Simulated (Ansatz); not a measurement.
# Lattice dynamics of HfSi (model cell, started as layered BN type), part 3 of 3

Aim: the vibrations of HfSi (model cell, started as layered BN type), their spectra, and whether the structure is stable.

Ansatz 0.2.0; DFT PBEsol, scalar-relativistic, plane waves, norm-conserving pseudopotentials.

So far. Step 3 (Tight relaxation): The forces vanish by symmetry and the pressure is -0.006 GPa, within the tolerances set. The cell now holds 23.24 Å³/atom. Step 4 (Modes at Γ): Before it was imposed, the acoustic sum rule was missed by 8.0e-5 eV/Å². Small misses are needed for a sound result but don't prove that mesh and cutoff are converged. The lowest optical mode is real, 79.9 cm⁻¹. The relaxed cell has a = 4.546, c = 5.195 Å (conventional setting).

The structure was built from a prototype and need not be the compound's stable phase.

## (5) Phonons on a q mesh (continued)

Interpolated from a 2×2×2 q mesh. The phonon branches at the labelled points (cm⁻¹):

```tsv
point	branch 1	branch 2	branch 3	branch 4	branch 9	branch 10	branch 11	branch 12
Γ	0	0	0	80	321	321	350	392
halfway	9	33	77	78	322	323	362	387
M	13	52	70	90	322	324	377	378
halfway	27	55	68	89	325	328	377	378
K	34	63	63	88	326	331	378	378
halfway	18	38	76	85	323	325	364	385
Γ	0	0	0	80	321	321	350	392
halfway	27	27	84	84	320	320	352	381
A	58	58	58	58	318	318	362	362
halfway	59	59	91	91	320	320	363	363
L	60	60	117	117	323	323	365	365
halfway	62	62	120	120	326	326	365	365
H	64	64	124	124	328	328	365	365
halfway	60	60	98	98	322	322	364	364
A	58	58	58	58	318	318	362	362
jump to L	60	60	117	117	323	323	365	365
halfway	32	82	105	113	322	324	372	372
M	13	52	70	90	322	324	377	378
jump to H	64	64	124	124	328	328	365	365
halfway	44	82	112	112	326	330	372	372
K	34	63	63	88	326	331	378	378
```

Tetrahedra on a 16×16×12 mesh, mean over bins of 5 cm-1. Interpolated from a 2×2×2 q mesh. The phonon density of states by wavenumber; read off at these points:

```tsv
wavenumber (cm⁻¹)	phonon density of states (1/cm⁻¹/cell)
2	5.0e-4
18	0.0182
28	0.0249
42	0.0262
58	0.0341
68	0.0367
82	0.0725
98	0.0465
112	0.0683
118	0.0833
122	0.0704
138	0.0239
152	0.0429
162	0
178	0
192	0
202	0
218	0
232	0
242	0
258	0
272	0
282	0
298	0
312	0.190
322	0.265
328	0.104
338	0
352	0.00977
368	0.106
378	0.0610
392	0.00118
```

The partial phonon density of states has structure finer than the step of the table below, so its rows give means over 20 cm⁻¹, whole bins alone (the curve runs from -10 to 413 cm⁻¹). Peaks (cm⁻¹: height): Hf 88.5: 0.0732, 117.8: 0.0780, 144.4: 0.0364, 322.8: 0.0251; Si 322.8: 0.199, 365.4: 0.0942.

Phonopy on the run's constants, 15x15x11 mesh, Gaussian sigma 3.0 cm-1. Interpolated from a 2×2×2 q mesh. Partial phonon density of states against wavenumber; means over each step; values in 1/cm⁻¹/cell:

```tsv
wavenumber (cm⁻¹)	Hf	Si
0	0.00155	2.5e-4
20	0.0160	0.00267
40	0.0238	0.00370
60	0.0301	0.00408
80	0.0566	0.00609
100	0.0474	0.00342
120	0.0628	0.00186
140	0.0266	6.6e-4
160	0.0126	6.3e-5
180	0	0
200	0	0
220	0	0
240	0	0
260	0	0
280	0	0
300	4.7e-4	0.0181
320	0.0150	0.160
340	7.8e-4	0.00689
360	0.00250	0.0496
380	0.00395	0.0421
400	1.2e-4	0.00106
```

Harmonic thermodynamic functions per atom, from the density of states. Interpolated from a 2×2×2 q mesh. Thermodynamic functions, by row:

```tsv
T (K)	F_vib (meV/atom)	S (J/mol-atom/K)	C_V (J/mol-atom/K)
0	39.68	0	0
50	38.67	5.169	7.38
100	34.15	12.13	13.07
200	15.35	23.62	19.81
300	-13.79	32.2	22.33
400	-50.72	38.79	23.4
500	-93.76	44.08	23.93
600	-141.8	48.47	24.23
700	-194	52.22	24.41
800	-249.9	55.49	24.54
900	-308.9	58.38	24.62
1000	-370.8	60.98	24.68
```

Harmonic mean-square displacement, third of the trace. Interpolated from a 2×2×2 q mesh. Mean square displacements, by row:

```tsv
T (K)	Hf1 U_eq (Å²)	Hf2 U_eq (Å²)	Si3 U_eq (Å²)	Si4 U_eq (Å²)
0	0.0013	0.0013	0.00258	0.00258
100	0.00572	0.00572	0.00693	0.00693
300	0.01658	0.01658	0.01796	0.01796
600	0.03304	0.03304	0.03523	0.03523
```

Symmetry leaves 4 wavevectors to solve. The lowest mode among them, the acoustic zeros apart, lies at q = (0, -0.5, 0) and is real, 13.2 cm⁻¹.

## (6) Another isotope, element Hf, natural mass 178.486 amu

An isotope changes the mass and not the force constants, so no new electronic calculation is needed; the shifts show which modes move this element.

The same force constants with the mass of Hf changed from 178.486 to 173.940 u (phonopy, no LO-TO term). Both lists are sorted by frequency; levels can cross, so a row need not hold one and the same mode. Modes under 3 cm⁻¹ are left out. Isotope shifts, by row, the first 40 of 45 rows:

```tsv
q	rank	natural mass (cm⁻¹)	changed mass (cm⁻¹)
0 0 0	4	79.86	80.78
0 0 0	5	93.33	94.44
0 0 0	6	93.33	94.44
0 0 0	7	318.5	318.9
0 0 0	8	318.5	318.9
0 0 0	9	321.1	321.7
0 0 0	10	321.1	321.7
0 0 0	11	349.6	350.2
0 0 0	12	391.5	392.1
0 0 -0.5	1	57.75	58.41
0 0 -0.5	2	57.75	58.41
0 0 -0.5	3	57.75	58.41
0 0 -0.5	4	57.75	58.41
0 0 -0.5	5	146.9	148.8
0 0 -0.5	6	146.9	148.8
0 0 -0.5	7	317.5	317.9
0 0 -0.5	8	317.5	317.9
0 0 -0.5	9	317.5	317.9
0 0 -0.5	10	317.5	317.9
0 0 -0.5	11	361.5	361.5
0 0 -0.5	12	361.5	361.5
0 -0.5 0	1	13.2	13.34
0 -0.5 0	2	52.05	52.63
0 -0.5 0	3	70.44	71.24
0 -0.5 0	4	90.08	91.14
0 -0.5 0	5	115.5	116.9
0 -0.5 0	6	121.9	123.5
0 -0.5 0	7	313.8	313.9
0 -0.5 0	8	321.6	322
0 -0.5 0	9	322.1	322.1
0 -0.5 0	10	323.5	324.1
0 -0.5 0	11	377.2	377.9
0 -0.5 0	12	377.7	378.3
0 -0.5 -0.5	1	59.79	60.47
0 -0.5 -0.5	2	59.79	60.47
0 -0.5 -0.5	3	116.8	118.3
0 -0.5 -0.5	4	116.8	118.3
0 -0.5 -0.5	5	155.4	157.4
0 -0.5 -0.5	6	155.4	157.4
0 -0.5 -0.5	7	312.1	312.2
```

A mode of this element alone would shift by +1.30 %. The highest zone-centre frequency without the field goes from 391.5 to 392.1 cm⁻¹ (+0.1 %). The product of the frequency ratios over all optical modes at Γ is 1.045; the product rule, (m/m′)^(3k/2) (M′/M)^(3/2) with k = 2 such atoms and M the mass of the cell, gives 1.045.

## (7) Another isotope, element Si, natural mass 28.085 amu

The same for Si, from 28.09 to 29.97 u.

A mode of this element alone would shift by -3.20 %. The highest zone-centre frequency without the field goes from 391.5 to 380.3 cm⁻¹ (-2.9 %). The product of the frequency ratios over all optical modes at Γ is 0.834; the product rule, (m/m′)^(3k/2) (M′/M)^(3/2) with k = 2 such atoms and M the mass of the cell, gives 0.834.

## (8) Results

```yaml
space_group_after_relaxation_within_0p01_a: P6_3/mmc
volume_per_atom: 23.2 Å³
electronic_character: no gap on this mesh
highest_optical_mode_at_the_zone_centre_no_lo_to_term: 392 cm⁻¹
lowest_optical_zone_centre_mode: 79.9 cm⁻¹
lowest_mode_on_the_q_mesh_acoustic_modes_at_gamma_apart: 13.2 cm⁻¹
highest_frequency_on_the_path_or_at_a_solved_wavevector: 392 cm⁻¹
zero_point_energy_per_atom: 39.7 meV
heat_capacity_at_300_k: 22.3 J/(mol atoms K)
vibrational_entropy_at_300_k: 32.2 J/(mol atoms K)
debye_temperature_second_moment: 461 K
imaginary_modes_on_the_2x2x2_q_mesh: none
```

**Reading.** The structure is a minimum as far as tested: no mode is imaginary at the 4 irreducible wavevectors of the 2×2×2 mesh, and the softest away from the acoustic zeros lies at 13 cm⁻¹. The optical modes at Γ span 80 to 392 cm⁻¹. The highest mode in this list at Γ, 391.5 cm⁻¹, is mostly motion of Si (90 % of the kinetic energy). On the path and the mesh, the widest gap between branches runs from 157 to 306 cm⁻¹. With no gap, or one that is small against the smearing, the frequencies hang on the k mesh and the smearing, most of all near Kohn anomalies. Spin-orbit coupling is left out, which can matter for the heavy elements here. A phonon run warned that its eigensolver left some bands unconverged in a pass. The starting cell was built on a prototype and not taken from a measurement, so the phase need not exist. These are harmonic frequencies at zero temperature: anharmonic shifts, linewidths and thermal expansion are left out.

[Logs are printed without paths, hosts, clocks, repeated set-up lines and the standing remarks that a program may print on its own settings, such as how far it seeks lower states.]

[Hosts, paths, dates, database ids (printed as entryN), source tags and the programs' standing remarks are cut or masked in the printed files.]
